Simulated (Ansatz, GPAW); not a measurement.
# A 9-layer slab of Na(100): work function by functional and basis

How far do functional and basis move the work function of a 9-layer slab of Na(100)?

Method: Ansatz plane waves; slab in vacuum with a dipole correction, relaxation, in the first sound run; inputs show where later runs differ, in GPAW 26.7.0 and Ansatz 0.2.0.

### Step 1. The starting structure

The cell holds 9 atoms: 9 Na. Its edges and angles: a = 4.230 Å, b = 4.230 Å, c = 32.920 Å, α = 90.0°, β = 90.0°, γ = 90.0°. Vacuum lies along c.

### Step 2. Relaxation

Forces are removed first; all later runs use this geometry. The lowest 4 atoms are held at bulk positions and keep their forces.

Contents of input.yaml:

```yaml
crystal:
  lattice:
    - [4.23, 0.0, 0.0]
    - [0.0, 4.23, 0.0]
    - [0.0, 0.0, 32.92]
  atoms:
    - { symbol: Na, position: [0.0, 0.0, 0.2430133657] }
    - { symbol: Na, position: [0.5, 0.5, 0.3072600243] }
    - { symbol: Na, position: [0.0, 0.0, 0.3715066829] }
    - { symbol: Na, position: [0.5, 0.5, 0.4357533414] }
    - { symbol: Na, position: [0.0, 0.0, 0.5] }
    - { symbol: Na, position: [0.5, 0.5, 0.5642466586] }
    - { symbol: Na, position: [0.0, 0.0, 0.6284933171] }
    - { symbol: Na, position: [0.5, 0.5, 0.6927399757] }
    - { symbol: Na, position: [0.0, 0.0, 0.7569866343] }
kpoints:
  mp_grid: { grid: [8, 8, 1] }
hamiltonian:
  xc: pbe
scf:
  occupations: { method: fermi_dirac, width: 0.1 }
efield:
  axis: 3
  dipole_correction: true
  ramp_width: 0.05
relax:
  f_tol: 0.02
  max_steps: 60
  constraints: [{ sites: [0, 1, 2, 3] }]
output:
  write_potential: true
  write_density: true
  volumetric_format: npy
```

Launch:

```sh
> ansatz run input.yaml --threads 2 --pin off --max-ram 4096MiB --backend cpu --events-out ev --progress --plain --runs-dir out
```

Numbers of over 12 decimals in the logs are rounded to 6 here.

The program printed:

```text
Engine: ansatz 0.2.0, x86_64-unknown-linux-gnu
Pseudopotentials: kind: paw
Pseudopotential: Na, paw, valence charge 9, recommended cutoff 420 eV (normal), Na.paw.azcp
Functional definition: PBE
  parameter kappa = 0.804
  parameter beta = 0.066725
  exchange = pbe_x(kappa = kappa, mu = beta*pi^2/3)
  correlation = pbe_c(beta = beta)
Crystal: 9 atoms, lattice volume = 589.034 Å³
Basis set: ecut = 420 eV, 11363 PW (Γ), exchange–correlation on 60×60×450 points (8 copies of the dense FFT grid, shifted against one another)
Bands: 50, of which v1, the nominal top of the filled ones, is band 41 counted from 1 (40 counted from 0)
Symmetry: 8 space group operations
k-points: 15 of 64
Non-local potential: Na, projectors of the file, l = 0: 3, l = 1: 2, l = 2: 1
PAW form: soft (Blöchl's): semilocal exchange-correlation on the pseudo side does not see the compensation charge
PAW one-centre angular grid: Na, 110 points (default); XC on 64 Gauss nodes
Initial density: superposition of atomic densities (neutral atoms: chi_scale 0, normalization atom), corrected by the library's trained network
Initial wavefunctions: pseudopotential atomic-orbital guess
Functional: x = pbe(κ = 0.804, μ = 0.219515), c = pbe(β = 0.066725)
SCF iter   1: F=—  HF=-13377.371798 eV  |F-HF|=—  |Δ(HF+E_count)|=         —  Δρ=1.53e-3  dr2=1.13e0  ethr=1.77e-3  p=0.000 e·Å  D=9.38e-14 V/Å  ΔV_dip=-0.00 eV  dr2_dipole=1.58e-8  V_vac-E_F(+/−)=2.78/2.78 eV  ⟨swp⟩=11.1  Hψ=3592  notcnv=0  defer=2
efield: sawtooth ramp at fractional position 0.9750 (placed from the atoms, in the widest stretch of the axis that holds none; the zero of the levels goes with the place), width 0.0500; the density the first Hamiltonian is built on has a dipole p = 0.000 e·Å; the dipole correction subtracts the counter field D = 9.38e-14 V/Å, which shifts the + side's vacuum level by -0.00 eV against the − side's; the planar-averaged density in the ramp window peaks in size at 2.4e-6 e/Å³
preconditioner: auto → LDOS  [metal: Δε(μ)=0.025 eV  Ē_g=2.983 eV  σ=0.100 eV  W_gap=0.06  n_scr=72 (ndim 8)  ℏωp=4.6 eV  f_vac=0.388  D(μ)=4.76/eV (n_scr^D=12)  β→1.0]
SCF iter   2: F=—  HF=-13377.326557 eV  |F-HF|=—  |Δ(HF+E_count)|=   4.52e-2  Δρ=5.24e-4  dr2=4.51e-3  ethr=1.39e-3  p=-0.000 e·Å  D=-3.79e-7 V/Å  ΔV_dip=0.00 eV  dr2_dipole=7.05e-10  V_vac-E_F(+/−)=2.67/2.67 eV  ⟨swp⟩=1.5  Hψ=890  notcnv=0  defer=2
SCF iter   3: F=—  HF=-13377.326041 eV  |F-HF|=—  |Δ(HF+E_count)|=   5.16e-4  Δρ=3.97e-4  dr2=9.19e-4  ethr=5.56e-6  p=-0.000 e·Å  D=-1.79e-6 V/Å  ΔV_dip=0.00 eV  dr2_dipole=9.38e-10  V_vac-E_F(+/−)=2.67/2.67 eV  ⟨swp⟩=2.1  Hψ=1389  notcnv=0  defer=2
SCF iter   4: F=—  HF=-13377.325747 eV  |F-HF|=—  |Δ(HF+E_count)|=   2.94e-4  Δρ=7.42e-5  dr2=8.08e-5  ethr=1.13e-6  p=-0.000 e·Å  D=-9.25e-7 V/Å  ΔV_dip=0.00 eV  dr2_dipole=7.07e-12  V_vac-E_F(+/−)=2.66/2.66 eV  ⟨swp⟩=2.0  Hψ=1207  notcnv=0  defer=2
iter 5 did not close the SCF: its close was put off for the readings that it lacked (scf_convergence_deferred on its scf_iter line)
SCF iter   5: F=-13377.325737 eV  HF=-13377.325738 eV  |F-HF|=9.18e-7  |Δ(HF+E_count)|=   8.96e-6  Δρ=1.15e-5  dr2=3.39e-6  ethr=9.97e-8  p=-0.000 e·Å  D=-3.68e-7 V/Å  ΔV_dip=0.00 eV  dr2_dipole=1.62e-12  V_vac-E_F(+/−)=2.66/2.66 eV  ⟨swp⟩=2.1  Hψ=1271  notcnv=0  defer=2
SCF iter   6: F=-13377.325738 eV  HF=-13377.325738 eV  |F-HF|=1.67e-7  |Δ(HF+E_count)|=   4.63e-7  Δρ=2.21e-6  dr2=2.40e-7  ethr=4.18e-9  p=-0.000 e·Å  D=-1.09e-7 V/Å  ΔV_dip=0.00 eV  dr2_dipole=2.51e-13  V_vac-E_F(+/−)=2.66/2.66 eV  ⟨swp⟩=8.8  Hψ=5476  notcnv=0
SCF 1 converged in 6 iterations: F = -13377.325738 eV  dr2 = 2.40e-7
  greatest PAW one-centre occupation: 0.999 electrons in one spin orbital (limit 2), on the Na atom at site 8 (counted from 0), in its partial waves of l = 0
relax step   1: F+E_penalty+E_count = -13377.32573810 eV  Δ(F+E_penalty+E_count) = +0.000e0 eV  max|allowed force component| = 1.180e-2 eV/Å  Δτ_max = 0.0000 Å  (6 SCF iters, dr2 threshold 1.00e-5 eV, accepted)
Initial density: handed on by an earlier stage of this run
Initial wavefunctions: those handed on with the density
iter 1 solved again at ethr=3.01e-10 eV; its pass at ethr=3.10e-3 eV (dr2=2.44e-7 eV) is discarded
SCF iter   1: F=—  HF=-13377.325909 eV  |F-HF|=—  |Δ(HF+E_count)|=         —  Δρ=2.24e-6  dr2=2.44e-7  ethr=3.01e-10  p=-0.000 e·Å  D=-1.09e-7 V/Å  ΔV_dip=0.00 eV  dr2_dipole=4.30e-13  V_vac-E_F(+/−)=2.66/2.66 eV  ⟨swp⟩=1.0  Hψ=1881  notcnv=0
efield: sawtooth ramp at fractional position 0.9750 (handed on by an earlier solve), width 0.0500; the density the first Hamiltonian is built on has a dipole p = -0.000 e·Å; the dipole correction subtracts the counter field D = -1.09e-7 V/Å, which shifts the + side's vacuum level by +0.00 eV against the − side's; the planar-averaged density in the ramp window peaks in size at 3.0e-6 e/Å³
preconditioner: auto → LDOS  [metal: Δε(μ)=0.128 eV  Ē_g=2.949 eV  σ=0.100 eV  W_gap=0.31  n_scr=72 (ndim 8)  ℏωp=4.6 eV  f_vac=0.389  D(μ)=4.37/eV (n_scr^D=12)  β→1.0]
SCF iter   2: F=—  HF=-13377.325738 eV  |F-HF|=—  |Δ(HF+E_count)|=   1.71e-4  Δρ=1.15e-6  dr2=1.52e-8  ethr=1.23e-10  p=-0.000 e·Å  D=-4.96e-8 V/Å  ΔV_dip=0.00 eV  dr2_dipole=1.14e-14  V_vac-E_F(+/−)=2.66/2.66 eV  ⟨swp⟩=5.8  Hψ=4756  notcnv=0
SCF iter   3: F=-13377.325738 eV  HF=-13377.325738 eV  |F-HF|=3.78e-9  |Δ(HF+E_count)|=   2.95e-9  Δρ=1.07e-6  dr2=3.72e-9  ethr=1.88e-11  p=-0.000 e·Å  D=-1.84e-8 V/Å  ΔV_dip=0.00 eV  dr2_dipole=9.53e-15  V_vac-E_F(+/−)=2.66/2.66 eV  ⟨swp⟩=5.3  Hψ=4073  notcnv=0
SCF 2 converged in 3 iterations: F = -13377.325738 eV  dr2 = 3.72e-9
relax step   2: F+E_penalty+E_count = -13377.32573827 eV  Δ(F+E_penalty+E_count) = -1.705e-7 eV  max|allowed force component| = 1.179e-2 eV/Å  Δτ_max = 0.0000 Å  (3 SCF iters, accepted)
NSCF: frozen V_eff on 15 k-points
the band table was solved once a step of the walk had ended and its energy, with any forces and stress, was formed, with the checks that follow a solve (3288 applications of the Hamiltonian). They found nothing against the state; the energy, forces and stress were not computed again (output.eigenvalues in the input reference)
WARN: The output density's exchange-correlation potential varies sharply where the density is thin. Do not read a vacuum level from v_tot or v_xc, or from such a field of the output density. On a cell that repeats whose density bears no net charge and no dipole along the vacuum's axis use v_es (v_loc + v_h of the components); under efield.dipole_correction with no amplitude use v_es + v_field, which holds any externa [...]
SCF converged after 3 iterations
Free energy (F): -13377.325738 eV
Harris-Foulkes:  -13377.325738 eV  (|F-HF|=3.78e-9)
Internal energy: -13377.178569 eV  (E = F + TS)
E sigma→0 (E₀):  -13377.252154 eV
Entropy (-TS):   -0.147169 eV (-16.352 meV/atom)
Fermi energy:    -0.104906 eV
Dipole field:    D = 0.000000 V/Å  (p = 0.000000 e·Å, saw-weighted, corrected)
Work function:   Φ+ = 2.6635 eV   Φ− = 2.6636 eV
Levels:          The Fermi level and band energies are counted from a zero that moves with the ramp; work functions are not
--- Per-component energies (eV) ---
  E_band       = -2328.179940
  E_kinetic    = 1080.308814
  E_local      = -45885.529235  (includes V_loc(G=0)·N_el)
  E_nonlocal   = 1035.659272
  E_hartree    = 21121.414934
  E_xc         = -344.025092
  E_vxc        = -441.982755  (∫ρ·V_xc dr)
  E_paw        = -2368.517936  (= ΣΔE_a)
  E_vpaw       = -359.467446  (= ΣTr[D̂ρ^β])
  E_aug_tail   = -0.000284  (compensation charges beyond the density's cutoff)
  E_efield     = 0.000000  (sawtooth field / dipole correction)
  E_vefield    = 0.000000  (∫n·V_field dr)
  E_ewald      = 11983.510958
  E_smearing   = -0.147169  (= −TS)
  E_closure    = -0.000000  (closes the sum)
  Σ components = -13377.325738   (vs F -13377.325738, Δ=0.00e0)
--- Forces (eV/Å), atoms counted from 1 ---
  atom   1  Na    -0.00000000     0.00000000     0.01179116
  atom   2  Na    -0.00000000     0.00000000    -0.00020102
  atom   3  Na     0.00000000     0.00000000    -0.01125949
  atom   4  Na     0.00000000     0.00000000     0.00207455
  atom   5  Na    -0.00000000     0.00000000     0.00000000
  atom   6  Na     0.00000000     0.00000000    -0.00207455
  atom   7  Na    -0.00000000     0.00000000     0.01125949
  atom   8  Na     0.00000000     0.00000000     0.00020099
  atom   9  Na     0.00000000     0.00000000    -0.01179119
  max |Σ_I F_I| component: 5.83e-8 eV/Å
--- Band table (eV; the first three rows and the last of 15) ---
  k-point 0: bands = [... 37 lower, -3.0221, -2.5963, -2.0253, -1.3171, -0.5233, 0.3000, 1.1131, 1.8417, ... 5 higher]
  k-point 1: bands = [... 37 lower, -2.8875, -2.4625, -1.8927, -1.1859, -0.3938, 0.4268, 1.2361, 1.9628, ... 5 higher]
  k-point 2: bands = [... 37 lower, -2.4854, -2.0630, -1.4967, -0.7941, -0.0080, 0.7997, 1.3758, 1.4883, ... 5 higher]
  k-point 14: bands = [... 37 lower, 0.6878, 0.9242, 0.9242, 1.1286, 1.1525, 1.3121, 1.3121, 1.3544, ... 5 higher]
--- Relaxed structure (2 steps of the walk, 2 accepted, 0 SCFs on fresh bases) ---
  F+E_penalty+E_count = -13377.32573827 eV   max|allowed force component| = 1.179e-2 eV/Å
  atoms:
    - { symbol: Na, position: [0.0, 0.0, 0.243013] }
    - { symbol: Na, position: [0.500000, 0.500000, 0.307260] }
    - { symbol: Na, position: [0.0, 0.0, 0.371507] }
    - { symbol: Na, position: [0.500000, 0.500000, 0.435753] }
    - { symbol: Na, position: [0.0, 0.0, 0.500000] }
    - { symbol: Na, position: [0.500000, 0.500000, 0.564247] }
    - { symbol: Na, position: [0.0, 0.0, 0.628493] }
    - { symbol: Na, position: [0.500000, 0.500000, 0.6927399757] }
    - { symbol: Na, position: [0.0, 0.0, 0.756987] }
```

Elapsed: 37 s, on 2 threads of Intel Xeon at 2.70GHz, shared host; peak memory 0.85 GiB; 71 s of CPU time.

Hardly anything moved in the relaxation; the energy changed by under 0.2 meV an atom.

This step gave:

```yaml
free_energy: -13377.3257 eV
smearing_term_ts: 0.1472 eV
symmetry_operations: 8
upper_work_function: 2.664 eV
lower_work_function: 2.664 eV
dipole_along_the_normal: 1.89e-7 e·Å
dipole_field: 5.81e-8 V/Å
vacuum_level_above: 2.559 eV
vacuum_level_below: 2.559 eV
```

The electrostatic potential energy of an electron (with the applied field's), less the Fermi level, planar mean oscillates, so the rows of the table below give means over windows of 2.05 Å about each position, cut where the curve ends. Its maxima inside the range that stand out by 2 % of the span (Å: eV): 9.1: 0.851, 11.1: 0.813, 13.3: 0.807, 15.4: 0.821, 17.6: 0.821, 19.6: 0.807, 21.8: 0.813, 23.8: 0.851. Its minima: 8.0: -3.55, 10.1: -3.42, 12.3: -3.39, 14.3: -3.48, 16.5: -3.36, 18.6: -3.48, 20.6: -3.39, 22.8: -3.42, 24.9: -3.55.

Electrostatic potential energy of an electron (with the applied field's), less the Fermi level, planar mean against z; means over each step:

z (Å), electrostatic potential energy of an electron (with the applied field's), less the Fermi level, planar mean (eV) and a bar from the least value:
```
     1.02       2.66 ##############################
     3.07       2.66 ##############################
     5.12       2.56 #############################
     7.17       0.01 #######
     9.22      -0.82 
    11.28      -0.82 
    13.32      -0.83 
    15.37      -0.82 
    17.42      -0.82 
    19.47      -0.84 
    21.52      -0.84 
    23.57      -0.84 
    25.62      -0.26 #####
    27.67       2.54 #############################
    29.72       2.66 ##############################
    31.77       2.66 ##############################
```

The valence density, planar mean oscillates, so the rows of the table below give means over windows of 2.05 Å about each position, cut where the curve ends. Its maxima inside the range that stand out by 2 % of the span (Å: e/Å³): 8.0: 0.642, 10.1: 0.652, 12.3: 0.640, 14.3: 0.653, 16.5: 0.634, 18.6: 0.653, 20.6: 0.640, 22.8: 0.652, 24.9: 0.642. Its minima: 9.1: 0.0354, 11.1: 0.0340, 13.3: 0.0340, 15.4: 0.0343, 17.6: 0.0343, 19.6: 0.0340, 21.8: 0.0340, 23.8: 0.0354.

The valence density, planar mean by z; means over each step:

| z (Å) | valence density, planar mean (e/Å³) |
| --- | --- |
| 3.07 | 4.8e-5 |
| 5.12 | 0.00153 |
| 7.17 | 0.179 |
| 9.22 | 0.228 |
| 11.28 | 0.226 |
| 13.32 | 0.225 |
| 15.37 | 0.225 |
| 17.42 | 0.226 |
| 19.47 | 0.228 |
| 21.52 | 0.230 |
| 23.57 | 0.233 |
| 25.62 | 0.203 |
| 27.67 | 0.00184 |
| 29.72 | 6.0e-5 |

The atoms hardly moved: the energy changed by under 0.1 meV.

### Step 3. Plane waves, PBE

With the geometry fixed, the planar mean of the potential gives the vacuum level on each side.

This step: GPAW, PAW setups; slab in vacuum (GPAW 26.7.0).

Contents of run.py:

```python
import json
import numpy as np
from ase import Atoms
from gpaw import GPAW, PW

slab = Atoms(
    ['Na', 'Na', 'Na', 'Na', 'Na', 'Na', 'Na', 'Na', 'Na'],
    positions=[
        [0.00000, 0.00000, 8.00000],
        [2.11500, 2.11500, 10.11500],
        [0.00000, 0.00000, 12.23000],
        [2.11500, 2.11500, 14.34500],
        [0.00000, 0.00000, 16.46000],
        [2.11500, 2.11500, 18.57500],
        [0.00000, 0.00000, 20.69000],
        [2.11500, 2.11500, 22.80500],
        [0.00000, 0.00000, 24.92000]],
    cell=[[4.23, 0.0, 0.0], [0.0, 4.23, 0.0], [0.0, 0.0, 32.92]],
    pbc=[True, True, False])

slab.calc = GPAW(mode=PW(400), xc='PBE', kpts={'size': (8, 8, 1), 'gamma': True},
                 occupations={'name': 'fermi-dirac', 'width': 0.1}, nbands='140%',
                 convergence={'density': 1e-05}, maxiter=200,
                 poissonsolver={'dipolelayer': 'xy'},
                 symmetry={'tolerance': 1e-3}, txt='slab.txt')
result = {}
energy = slab.get_potential_energy()
fermi = slab.calc.get_fermi_level()
v = slab.calc.get_electrostatic_potential().mean((0, 1)) - fermi
n = slab.calc.get_pseudo_density().mean((0, 1))
L = slab.cell[2, 2]
z = np.arange(len(v)) * L / len(v)
low, high = slab.positions[:, 2].min(), slab.positions[:, 2].max()
below, above = np.interp([low - 5.8, high + 5.8], z, v)
slopes = [np.interp(x, z, np.gradient(v, z)) for x in (low - 5.8, high + 5.8)]
eps = np.array([[slab.calc.get_eigenvalues(k, s) for k in range(len(slab.calc.get_ibz_k_points()))]
                for s in range(slab.calc.get_number_of_spins())]) - fermi
top, bottom = eps[eps < 0].max(), eps[eps > 0].min()
dipole = slab.get_dipole_moment()[2]
print(f'energy {energy:.4f} eV, Fermi level {fermi:.4f} eV, dipole {dipole:.5f} e A')
print(f'potential 5.8 A off the faces, from the Fermi level: lower {below:.4f} eV, upper {above:.4f} eV')
print(f'slope of the potential there: lower {slopes[0]:.5f}, upper {slopes[1]:.5f} eV/A')
print(f'nearest levels on the mesh: {top:.4f} and {bottom:.4f} eV')
print('magnetic moment', round(slab.get_magnetic_moment(), 3))
result.update(energy=energy, fermi=fermi, dipole=dipole, below=below, above=above, slopes=slopes, edges=[top, bottom],
              z=z.tolist(), v=v.tolist(), n=n.tolist(), positions=slab.positions.tolist(),
              forces=slab.get_forces(apply_constraint=False).tolist(), moments=slab.get_magnetic_moments().tolist())
json.dump(result, open('result.json', 'w'))
```

Launch:

```sh
> OMP_NUM_THREADS=1 OPENBLAS_NUM_THREADS=1 python run.py
```

The program printed:

```text
energy -11.4087 eV, Fermi level -0.9350 eV, dipole -0.00030 e A
potential 5.8 A off the faces, from the Fermi level: lower 2.6629 eV, upper 2.6629 eV
slope of the potential there: lower -0.00054, upper 0.00054 eV/A
nearest levels on the mesh: -0.0462 and 0.0821 eV
magnetic moment 0.0
```

Run time: 2.2 min. Hardware: 1 thread; peak memory 0.4 GiB.

Numbers from this step:

```
dipole along the normal                    : -2.96e-4 e·Å
levels nearest the Fermi level on the mesh : -0.04621, 0.08205 eV from the Fermi level
upper work function                        : 2.663 eV
lower work function                        : 2.663 eV
```

The electrostatic potential energy of an electron (without an applied field's), less the Fermi level, planar mean oscillates, so the rows of the table below give means over windows of 2.06 Å about each position, cut where the curve ends. Its maxima inside the range that stand out by 2 % of the span (Å: eV): 9.2: 0.826, 11.2: 0.812, 13.3: 0.805, 15.4: 0.820, 17.5: 0.820, 19.6: 0.805, 21.7: 0.812, 23.9: 0.845. Its minima: 8.0: -1.76, 10.1: -1.60, 12.2: -1.64, 14.3: -1.64, 16.5: -1.63, 18.6: -1.64, 20.7: -1.64, 22.8: -1.60, 24.9: -1.76.

The electrostatic potential energy of an electron (without an applied field's), less the Fermi level, planar mean by z; means over each step:

z (Å), electrostatic potential energy of an electron (without an applied field's), less the Fermi level, planar mean (eV) and a bar from the least value:
```
     1.03       2.66 ##############################
     3.09       2.66 ##############################
     5.15       2.56 #############################
     7.21       0.44 #######
     9.27      -0.22 
    11.33      -0.21 
    13.39      -0.23 
    15.45      -0.22 
    17.51      -0.22 
    19.57      -0.22 
    21.63      -0.22 
    23.69      -0.22 
    25.75       0.52 ########
    27.81       2.57 #############################
    29.87       2.66 ##############################
    31.93       2.66 ##############################
```

The pseudo valence density, planar mean oscillates, so the rows of the table below give means over windows of 2.06 Å about each position, cut where the curve ends. Its maxima inside the range that stand out by 2 % of the span (Å: e/Å³): 8.0: 0.488, 10.1: 0.490, 12.1: 0.469, 14.4: 0.483, 16.5: 0.494, 18.5: 0.483, 20.8: 0.469, 22.8: 0.490, 24.9: 0.488. Its minima: 9.1: 0.0356, 11.1: 0.0344, 13.4: 0.0350, 15.4: 0.0344, 17.5: 0.0344, 19.5: 0.0350, 21.8: 0.0344, 23.9: 0.0356.

Pseudo valence density, planar mean against z; means over each step:

| z (Å) | pseudo valence density, planar mean (e/Å³) |
| --- | --- |
| 1.03 | 1.1e-6 |
| 3.09 | 5.0e-5 |
| 5.15 | 0.00161 |
| 7.21 | 0.142 |
| 9.27 | 0.180 |
| 11.33 | 0.179 |
| 13.39 | 0.178 |
| 15.45 | 0.178 |
| 17.51 | 0.178 |
| 19.57 | 0.178 |
| 21.63 | 0.178 |
| 23.69 | 0.180 |
| 25.75 | 0.135 |
| 27.81 | 0.00152 |
| 29.87 | 4.7e-5 |

The potential is flat to 5.4e-4 eV/Å where it is read, so the vacuum is wide enough. The geometry is the other program's minimum; here the largest force on a free atom is 0.011 eV/Å.

[end of part 1 of 3]

[Logs are printed without paths, hosts, clocks, repeated set-up lines and the standing remarks that a program may print on its own settings, such as how far it seeks lower states.]

[Hosts, paths, dates, database ids (printed as entryN), source tags and the programs' standing remarks are cut or masked in the printed files.]
